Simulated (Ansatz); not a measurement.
## C_O in MgO (Fm-3m): charge-transition levels and formation energies

Aim: at which Fermi levels does C_O in MgO (Fm-3m) change its charge? The model is a cell of 54 host atoms with 1 O taken out and 1 C put in.

Main program and level: Ansatz 0.2.0; place-levels on r2SCAN runs: charge-transition levels and formation energies with image-charge correction and potential alignment at the atomic sites; PAW set soft_1.

**What experiment says.**

“Electronic structure of alkaline earth and post-transition metal oxides” (2009, arxiv:0908.1581) quotes from earlier work for MgO, rocksalt (bulk crystal): band gap (literature experimental gap) 7.83 eV [Literature value based on experiment; other listed experimental values range from 7.7 to …].

**1. The structure**

The cell holds 54 atoms: 27 Mg, 26 O and 1 C. Cell: a = 8.925 Å, b = 8.925 Å, c = 8.925 Å, α = 60.0°, β = 60.0°, γ = 60.0°. It derives from MgO (space group Fm-3m). Nearest the centre at fractional (0.500, 0.500, 0.500): C28 at 0.00 Å, Mg51 at 2.10 Å, Mg47 at 2.10 Å, Mg35 at 2.10 Å, Mg45 at 2.10 Å, Mg29 at 2.10 Å, Mg33 at 2.10 Å, O30 at 2.98 Å.

Coordinates:

```xyz
54
Lattice="0.0000 6.3112 6.3112 6.3112 0.0000 6.3112 6.3112 6.3112 0.0000" Properties=species:S:1:pos:R:3 pbc="T T T"
Mg    0.0000    0.0000    0.0000
O     2.1037    2.1037    2.1037
Mg    2.1037    2.1037    0.0000
O     4.2075    4.2075    2.1037
Mg    4.2075    4.2075    0.0000
O     6.3112    6.3112    2.1037
Mg    2.1037    0.0000    2.1037
O     4.2075    2.1037    4.2075
Mg    4.2075    2.1037    2.1037
O     6.3112    4.2075    4.2075
Mg    6.3112    4.2075    2.1037
O     8.4150    6.3112    4.2075
Mg    4.2075    0.0000    4.2075
O     6.3112    2.1037    6.3112
Mg    6.3112    2.1037    4.2075
O     8.4150    4.2075    6.3112
Mg    8.4150    4.2075    4.2075
O    10.5187    6.3112    6.3112
Mg    0.0000    2.1037    2.1037
O     2.1037    4.2075    4.2075
Mg    2.1037    4.2075    2.1037
O     4.2075    6.3112    4.2075
Mg    4.2075    6.3112    2.1037
O     6.3112    8.4150    4.2075
Mg    2.1037    2.1037    4.2075
O     4.2075    4.2075    6.3112
Mg    4.2075    4.2075    4.2075
C     6.3112    6.3112    6.3112
Mg    6.3112    6.3112    4.2075
O     8.4150    8.4150    6.3112
Mg    4.2075    2.1037    6.3112
O     6.3112    4.2075    8.4150
Mg    6.3112    4.2075    6.3112
O     8.4150    6.3112    8.4150
Mg    8.4150    6.3112    6.3112
O    10.5187    8.4150    8.4150
Mg    0.0000    4.2075    4.2075
O     2.1037    6.3112    6.3112
Mg    2.1037    6.3112    4.2075
O     4.2075    8.4150    6.3112
Mg    4.2075    8.4150    4.2075
O     6.3112   10.5187    6.3112
Mg    2.1037    4.2075    6.3112
O     4.2075    6.3112    8.4150
Mg    4.2075    6.3112    6.3112
O     6.3112    8.4150    8.4150
Mg    6.3112    8.4150    6.3112
O     8.4150   10.5187    8.4150
Mg    4.2075    4.2075    8.4150
O     6.3112    6.3112   10.5187
Mg    6.3112    6.3112    8.4150
O     8.4150    8.4150   10.5187
Mg    8.4150    8.4150    8.4150
O    10.5187   10.5187   10.5187
```

The host's dielectric constants go in as inputs: 3.24 for the electrons alone, 10.37 with the ions, from a response run on this crystal (DFPT, PBEsol) at that run's own cell.

The cell's shortest repeat is 8.9 Å.

**2. The runs of each charge state**

A transition level is the Fermi level at which two charge states cost the same, so each charge needs its own total energy, at its own relaxed structure.

Random displacements of about 0.05 Å break the site symmetry at the start, so that the relaxation can reach a distorted minimum if there is one. Forces are taken at one point at (¼, ¼, ¼). The cell holds 2 electrons more than the neutral one, with a uniform background that keeps it neutral on the whole.

The sampling was tested on the host first: at the k-points planned (1x1x1 shifted 0.25 0.25 0.25) its energy lies 0.020 eV an atom from the dense-mesh value, under the bound of 0.02 eV set for this test; that bounds the host's error, not the defect's.

One state's input; the others differ in charge, spin, start and seed, and in occupations where the table says so.

qm2.relax/input.yaml reads:

```yaml
crystal:
  lattice:
    - [0.0, 2.10374764, 2.10374764]
    - [2.10374764, 0.0, 2.10374764]
    - [2.10374764, 2.10374764, 0.0]
  atoms:
    - { symbol: Mg, position: [0.0, 0.0, 0.0] }
    - { symbol: O, position: [0.5, 0.5, 0.5] }
  supercell: [3, 3, 3]
  defects: [{ substitution: { at: 27, symbol: C } }]
total_charge: -2
basis:
  ecutwfc: 500
  xc_grid: 2
hamiltonian:
  xc: r2scan
  pseudopotentials: { kind: paw, azcp: { folder: soft_1 } }
kpoints:
  mp_grid: { grid: [1, 1, 1], shift: [0.25, 0.25, 0.25] }
scf:
  occupations: { method: fixed }
  max_iter: 80
output:
  forces: true
  charged_corrections: { epsilon: 3.24, static_epsilon: 10.37 }
relax:
  f_tol: 0.02
  max_steps: 80
  random_displacement: { amplitude: 0.05, seed: 6729 }
checkpoint:
  write: "../qm2.relax.run"
  compress: false
  write_wavefunctions: true
  write_every: 100000
```

Command:

```console
> ansatz run input.yaml --threads 4 --pin off --max-ram 15073MiB --backend cpu --events-out ev --progress --plain --runs-dir out
```

The relaxed structure is kept and the sampling changed to a 2×2×2 shifted mesh.

The run of this state that the levels use, under r2SCAN:

qm2.point/input.yaml reads:

```yaml
crystal:
  checkpoint: "../qm2.relax.run"
  host: checkpoint
total_charge: -2
basis:
  ecutwfc: 500
  xc_grid: 2
hamiltonian:
  xc: r2scan
  pseudopotentials: { kind: paw, azcp: { folder: soft_1 } }
kpoints:
  mp_grid: { grid: [2, 2, 2], shift: [0.5, 0.5, 0.5] }
scf:
  occupations: { method: fermi_dirac, width: 0.01 }
  max_iter: 80
output:
  forces: true
  eigenvalues: true
  charged_corrections:
    epsilon: 3.24
    static_epsilon: 10.37
    defect_position: [0.5, 0.5, 0.5]
  eigenstates: { localisation: true }
  populations: true
checkpoint:
  read: "../qm2.relax.run"
  write: "../qm2.point.run"
  compress: false
  write_wavefunctions: false
  write_every: 100000
```

Relaxations under r2SCAN at one point at (¼, ¼, ¼); times on 4 threads of Arm Neoverse V1, shared host:

| charge | moment (μB) | occupations | outcome | steps | largest displacement against the far atoms (Å) | time |
| --- | --- | --- | --- | --- | --- | --- |
| −2 | 0 | fixed | converged | 5 | 0.08 | 65 s |
| −1 | 1 | fixed | converged | 8 | 0.07 | 4.8 min |
| 0 | 0 | fixed | not converged | - | - | 70 s |
| 0 | 0 | fermi-dirac | converged | 7 | 0.07 | 2.4 min |
| 0 | 2 | fixed | converged | 7 | 0.08 | 3.7 min |
| +1 | 1 | fixed | converged | 5 | 0.13 | 5.2 min |
| +1 | 3 | fixed | converged | 5 | 0.13 | 2.4 min |

Single points under r2SCAN at a 2×2×2 shifted mesh; times on 4 threads of Arm Neoverse V1, shared host:

| charge | moment (μB) | occupations | outcome | time |
| --- | --- | --- | --- | --- |
| −2 | 0 | fermi-dirac | converged | 60 s |
| −1 | 1 | fermi-dirac | converged | 3.3 min |
| 0 | 0 | fermi-dirac | converged | 82 s |
| 0 | 2 | fermi-dirac | converged | 2.5 min |
| +1 | 1 | fermi-dirac | converged | 3.9 min |
| +1 | 3 | fermi-dirac | converged | 2.6 min |

Distances (Å) from C28 to the nearest atoms after relaxation with r2SCAN:

| charge | moment (μB) | 1. | 2. | 3. | 4. | 5. | 6. |
| --- | --- | --- | --- | --- | --- | --- | --- |
| −2 | 0 | Mg 2.04 | Mg 2.04 | Mg 2.04 | Mg 2.04 | Mg 2.04 | Mg 2.04 |
| −1 | 1 | Mg 2.10 | Mg 2.10 | Mg 2.10 | Mg 2.10 | Mg 2.10 | Mg 2.10 |
| 0 | 0 | Mg 2.16 | Mg 2.16 | Mg 2.16 | Mg 2.16 | Mg 2.16 | Mg 2.16 |
| 0 | 2 | Mg 2.17 | Mg 2.17 | Mg 2.17 | Mg 2.17 | Mg 2.17 | Mg 2.17 |
| +1 | 1 | Mg 2.23 | Mg 2.23 | Mg 2.23 | Mg 2.23 | Mg 2.23 | Mg 2.23 |
| +1 | 3 | Mg 2.23 | Mg 2.23 | Mg 2.24 | Mg 2.24 | Mg 2.24 | Mg 2.24 |

**3. Levels against the band edges, r2SCAN**

A charged cell interacts with its images and the background, and its potential has another zero than the host's. place-levels removes the first by a point-charge model, screened by the static dielectric constant since the ions have relaxed around the charge, and the second by comparing potentials at atoms far from the defect.

The host is a run of the defect-free crystal in the same cutoffs, grids and k-points, so that basis and sampling errors cancel in part in the differences. The host is run in a cell of 2 atoms on a matching mesh. Its band edges are searched through the zone by a band path, so the gap is smaller than, or equal to, that on the mesh. Chemical potentials are energies per atom of O (O2 molecule) and C (diamond), run with the same functional and cutoff. Carbon is taken as diamond, which semilocal functionals can put about 0.1 eV an atom over graphite.

levels.point.yaml reads:

```yaml
host:
  run: host.point.run
states: [qm2.point.run, qm1_M1.point.run, q0.point.run, q0_M2.point.run, qp1_M1.point.run, qp1_M3.point.run]
geometry_from:
  qm2.point.run: qm2.relax.run
  qm1_M1.point.run: qm1_M1.relax.run
  q0.point.run: q0.relax_smeared.run
  q0_M2.point.run: q0_M2.relax.run
  qp1_M1.point.run: qp1_M1.relax.run
  qp1_M3.point.run: qp1_M3.relax.run
chemical_potentials:
  O:
    energy: -565.989614
    dataset: <sha256 of the dataset>
  C:
    energy: -251.553391
    dataset: "<sha256 of the dataset>"
epsilon: 3.24
static_epsilon: 10.37
vertical:
  - { from: qm2.point.run, to: qm2.point_neutral.run }
  - { from: qm1_M1.point.run, to: qm1_M1.point_neutral.run }
  - { from: qp1_M1.point.run, to: qp1_M1.point_neutral.run }
  - { from: qp1_M3.point.run, to: qp1_M3.point_neutral.run }
```

Command:

```console
> ansatz place-levels levels.point.yaml -- --threads 4 --pin off --max-ram 15073MiB
```

Numbers of over 12 decimals in the logs are rounded to 6 here.

Output:

```text
[... repeated set-up lines and file paths are left out, and long positions are rounded to six places ...]
(+1/0) 1.805 eV above the valence edge, 3.873 eV under the conduction edge
(0/-1) 3.061 eV above the valence edge, 2.617 eV under the conduction edge
(-1/-2) 4.345 eV above the valence edge, 1.333 eV under the conduction edge
formation energy of charge +1: +8.180 eV with the Fermi level at the valence edge
formation energy of charge 0: +9.984 eV with the Fermi level at the valence edge
formation energy of charge -1: +13.045 eV with the Fermi level at the valence edge
formation energy of charge -2: +17.390 eV with the Fermi level at the valence edge
vertical -2 to 0: no energy, since no alignment is typed
  the change from vertical[0].from (qm2.point.run) to vertical[0].to (qm2.point_neutral.run): by its potential at epsilon 3.24 it stands at 0.500 0.500 0.500, with an rms radius of about 1.6 Å (0.9 0.9 0.9 Å across the planes of the cell's vectors); [...]
vertical -1 to 0: no energy, since no alignment is typed
  the change from vertical[1].from (qm1_M1.point.run) to vertical[1].to (qm1_M1.point_neutral.run): by its potential at epsilon 3.24 it stands at 0.499 0.502 0.501, with an rms radius of about 1.7 Å (1.0 1.0 0.9 Å across the planes of the cell's vectors); [...]
vertical +1 to 0: no energy, since no alignment is typed
  the change from vertical[2].from (qp1_M1.point.run) to vertical[2].to (qp1_M1.point_neutral.run): by its potential at epsilon 3.24 it stands at 0.500 0.500 0.499, with an rms radius of about 0.9 Å (0.5 0.5 0.5 Å across the planes of the cell's vectors); [...]
vertical +1 to 0: no energy, since no alignment is typed
  the change from vertical[3].from (qp1_M3.point.run) to vertical[3].to (qp1_M3.point_neutral.run): by its potential at epsilon 3.24 it stands at 0.501 0.499 0.500, with an rms radius of about 0.7 Å (0.4 0.4 0.4 Å across the planes of the cell's vectors); [...]
  edges by r2scan, gap 5.678 eV; the host is sampled to repeats of 17.85 Å
  the defect's cells are sampled to repeats of 17.85 Å, like sampling
  charge +1: -67139.7781 eV with its correction of +0.280 eV, at epsilon 10.37, aligned at sites: +0.0281 eV, mean over 21 atomic sites at or beyond 4.46 Å from the defect at [0.5000, 0.5000, 0.5000], with +0.000000 for the charge's moments and without [...]
  charge 0: +0.000 eV for its dipole among its images, +0.000 omitted
  charge -1: -67119.5435 eV with its correction of +0.248 eV, at epsilon 10.37, aligned at sites: +0.0043 eV, mean over 21 atomic sites at or beyond 4.46 Å from the defect at [0.5000, 0.5000, 0.5000], with -0.000000 for the charge's moments and without [...]
  charge -2: -67107.5144 eV with its correction of +1.035 eV, at epsilon 10.37, aligned at sites: -0.0130 eV, mean over 21 atomic sites at or beyond 4.46 Å from the defect at [0.5000, 0.5000, 0.5000], with +0.000000 for the charge's moments and without [...]
  charge +1: states[4] (qp1_M1.point.run) stands 0.518 eV higher, with a moment of 1.00 μB against 3.00
  charge 0: states[2] (q0.point.run) stands 1.132 eV higher, with a moment of 0.00 μB against 2.00
  states[2] (q0.point.run): levels filled in part (TS 0.012 eV): its energy is of no whole electron's
  of states[5] (qp1_M3.point.run): its alignment with the host at atomic sites is doubtful: the cell is too small to show whether the defect's potential has decayed: take a larger one; stability_check_not_made
  of states[3] (q0_M2.point.run): its alignment with the host at atomic sites is doubtful: the cell is too small to show whether the defect's potential has decayed: take a larger one; stability_check_not_made
  of states[1] (qm1_M1.point.run): its alignment with the host at atomic sites is doubtful: the cell is too small to show whether the defect's potential has decayed: take a larger one; stability_check_not_made
  of states[0] (qm2.point.run): it parts from the run that its charge is read beside by 2 carriers, of which the mean alone is read, by its potential at epsilon 3.24, taken for that of held ions (one typed too small widens it): that is narrow, but one of them [...]
  of states[4] (qp1_M1.point.run): its alignment with the host at atomic sites is doubtful: the cell is too small to show whether the defect's potential has decayed: take a larger one; stability_check_not_made
  of states[2] (q0.point.run): its alignment with the host at atomic sites is doubtful: the cell is too small to show whether the defect's potential has decayed: take a larger one
  of vertical[0].from (qm2.point.run): it parts from the run that its charge is read beside by 2 carriers, of which the mean alone is read, by its potential at epsilon 3.24, taken for that of held ions (one typed too small widens it): that is narrow, but one [...]
  vertical[0].to (qm2.point_neutral.run): levels filled in part (TS 0.019 eV): its energy is of no whole electron's
  of vertical[1].from (qm1_M1.point.run): stability_check_not_made
  vertical[1].to (qm1_M1.point_neutral.run): levels filled in part (TS 0.014 eV): its energy is of no whole electron's
  of vertical[2].from (qp1_M1.point.run): stability_check_not_made
  vertical[2].to (qp1_M1.point_neutral.run): levels filled in part (TS 0.020 eV): its energy is of no whole electron's
  of vertical[3].from (qp1_M3.point.run): stability_check_not_made
  vertical[3].to (qp1_M3.point_neutral.run): levels filled in part (TS 0.020 eV): its energy is of no whole electron's
```

Run time: 0.69 s. Hardware: 4 threads of Arm Neoverse V1, shared host.

Levels between the charges placed, in eV above the valence top:

|  | gap (eV) | (+1/0) | (0/−1) | (−1/−2) |
| --- | --- | --- | --- | --- |
| r2SCAN | 5.68 | 1.80 | 3.06 | 4.34 |

Corrections by state:

| charge | moment (μB) | image terms and alignment (eV) | band filling (eV) | ε used | over the lowest of its charge, as the program ranks them, band filling apart (eV) |
| --- | --- | --- | --- | --- | --- |
| +1 | 3.0 | 0.280 | - | 10.37 | 0.000 |
| 0 | 2.0 | 0.000 | - | - | 0.000 |
| −1 | 1.0 | 0.248 | - | 10.37 | 0.000 |
| −2 | 0.0 | 1.035 | - | 10.37 | 0.000 |
| +1 | 1.0 | 0.276 | - | 10.37 | 0.518 |
| 0 | 0.0 | 0.000 | - | - | 1.132 |

The charged structures listed were also run neutral, and place-levels reads from each pair, by the potential or the spins, how wide the charge is by which they differ; that can be the carrier of either run.

| charge | rms radius (Å) | spread where it is widest against the cell (Å) | wide from (Å) | reading |
| --- | --- | --- | --- | --- |
| +1 | 0.7 | 0.44 | 1.26 | narrow |
| −1 | 1.7 | 1.03 | 1.26 | narrow |
| −2 | 1.6 | 0.90 | 1.26 | narrow |

The neutral runs of these pairs need not share the spin of the lowest neutral state, and very wide values only mean spread over the cell.

From the program's caveats on the states, each cut to its opening words:

- charge +1 (3 μB), 0 (2 μB), −1 (1 μB), −2, +1 (1 μB), 0: its alignment with the host at atomic sites is doubtful: the cell is too small to show whether the defect's potential has decayed: take a larger one
- charge +1 (3 μB), 0 (2 μB), −1 (1 μB), +1 (1 μB): flagged: stability check not made
- charge −2: it parts from the run that its charge is read beside by 2 carriers, of which the mean alone is read, by its potential at epsilon 3.24, taken for that of held [...]

The host's formation energy from the elements is -2.963 eV per atom; it sets how far the chemical potentials can move.

Limit set by the element alone; other compounds of these elements are not counted. Chemical potentials from the elements' reference states: Mg 0.00 eV, O -5.93 eV, C 0.00 eV. Formation energy by charge state (Mg-rich; gap 5.68 eV):

| charge | at valence top (eV) | at conduction bottom (eV) | correction included (eV) |
| --- | --- | --- | --- |
| +1 | 2.25 | 7.93 | 0.28 |
| 0 | 4.06 | 4.06 | 0.00 |
| −1 | 7.12 | 1.44 | 0.25 |
| −2 | 11.46 | 0.11 | 1.03 |

```json
{"Fermi level (eV)": "0.00", "lowest formation energy (eV)": "2.25"}
{"Fermi level (eV)": "0.52", "lowest formation energy (eV)": "2.77"}
{"Fermi level (eV)": "1.03", "lowest formation energy (eV)": "3.29"}
{"Fermi level (eV)": "1.55", "lowest formation energy (eV)": "3.80"}
{"Fermi level (eV)": "2.06", "lowest formation energy (eV)": "4.06"}
{"Fermi level (eV)": "2.58", "lowest formation energy (eV)": "4.06"}
{"Fermi level (eV)": "3.10", "lowest formation energy (eV)": "4.02"}
{"Fermi level (eV)": "3.61", "lowest formation energy (eV)": "3.51"}
{"Fermi level (eV)": "4.13", "lowest formation energy (eV)": "2.99"}
{"Fermi level (eV)": "4.65", "lowest formation energy (eV)": "2.17"}
{"Fermi level (eV)": "5.16", "lowest formation energy (eV)": "1.14"}
{"Fermi level (eV)": "5.68", "lowest formation energy (eV)": "0.11"}
```

Limit set by the element alone; other compounds of these elements are not counted. Chemical potentials from the elements' reference states: O 0.00 eV, Mg -5.93 eV, C 0.00 eV. Formation energy by charge state (O-rich; gap 5.68 eV):

| charge | at valence top (eV) | at conduction bottom (eV) | correction included (eV) |
| --- | --- | --- | --- |
| +1 | 8.18 | 13.86 | 0.28 |
| 0 | 9.98 | 9.98 | 0.00 |
| −1 | 13.05 | 7.37 | 0.25 |
| −2 | 17.39 | 6.03 | 1.03 |

```json
{"Fermi level (eV)": "0.00", "lowest formation energy (eV)": "8.18"}
{"Fermi level (eV)": "0.52", "lowest formation energy (eV)": "8.70"}
{"Fermi level (eV)": "1.03", "lowest formation energy (eV)": "9.21"}
{"Fermi level (eV)": "1.55", "lowest formation energy (eV)": "9.73"}
{"Fermi level (eV)": "2.06", "lowest formation energy (eV)": "9.98"}
{"Fermi level (eV)": "2.58", "lowest formation energy (eV)": "9.98"}
{"Fermi level (eV)": "3.10", "lowest formation energy (eV)": "9.95"}
{"Fermi level (eV)": "3.61", "lowest formation energy (eV)": "9.43"}
{"Fermi level (eV)": "4.13", "lowest formation energy (eV)": "8.91"}
{"Fermi level (eV)": "4.65", "lowest formation energy (eV)": "8.10"}
{"Fermi level (eV)": "5.16", "lowest formation energy (eV)": "7.07"}
{"Fermi level (eV)": "5.68", "lowest formation energy (eV)": "6.03"}
```

**4. Outcome**

| Property | Result |
| --- | --- |
| gap of the host | 5.68 eV (r2SCAN) |
| level (plus 1/0) | 1.80 eV above the valence top |
| level (0/minus 1) | 3.06 eV above the valence top |
| level (minus 1/minus 2) | 4.34 eV above the valence top |
| lowest of the charges placed, just above the valence top (0.02 eV) | +1 |
| lowest of the charges placed, just below the conduction bottom (0.02 eV) | −2 |
| lowest formation energy at mid-gap of the charges run, Mg-rich | 4.06 eV |
| lowest formation energy at mid-gap of the charges run, O-rich | 9.98 eV |

In words: Of the charges placed (−2, −1, 0 and +1), the lowest changes at 1.80 eV (+1/0), 3.06 eV (0/−1) and 4.34 eV (−1/−2) above the valence top, in a gap of 5.68 eV. Charges above +1 and below −2 were not placed, so these runs say nothing of levels that involve them. States placed: +1 at 3 μB and 1 μB; 0 at 2 μB and 0 μB; −1 at 1 μB; −2 at 0 μB. Other spin states or structures, where not listed, weren't placed. C is taken at its element; compounds, which aren't counted here, bound the chemical potentials and would shift these formation energies. The program doubts the alignment of potentials for at least one state, a sign that the cell is small. Limits: the images are only 8.9 Å apart; r2SCAN makes the gap too small and tends to spread out bound carriers; where a gas molecule sets a chemical potential or the host's formation energy, its binding is uncorrected.

Computed beside measured:

| quantity | measured | r2SCAN |
| --- | --- | --- |
| band gap (least gap of the host) (eV) | 7.83 | 5.68 (-2.15 eV) |

Measured values from arxiv:0908.1581 (2009).

How well it matches: The band gap is off by -2.15 eV: a clear miss. Local and semilocal functionals usually give gaps below the measured ones. Zero-point and thermal motion shift the measured gap.

[Logs are printed without paths, hosts, clocks, repeated set-up lines and the standing remarks that a program may print on its own settings, such as how far it seeks lower states.]

[Hosts, paths, dates, database ids (printed as entryN), source tags and the programs' standing remarks are cut or masked in the printed files.]

[Where a table of states has a column of steps, it counts the stored structures, which are thinned; the runs took as many ionic steps or more.]

[A defect's name tells the site on which it was built; relaxed atoms can leave that site.]

[For some hosts the program warned that the k-mesh of the response run may be too coarse for force constants and the static dielectric constant; such warnings are not shown here.]
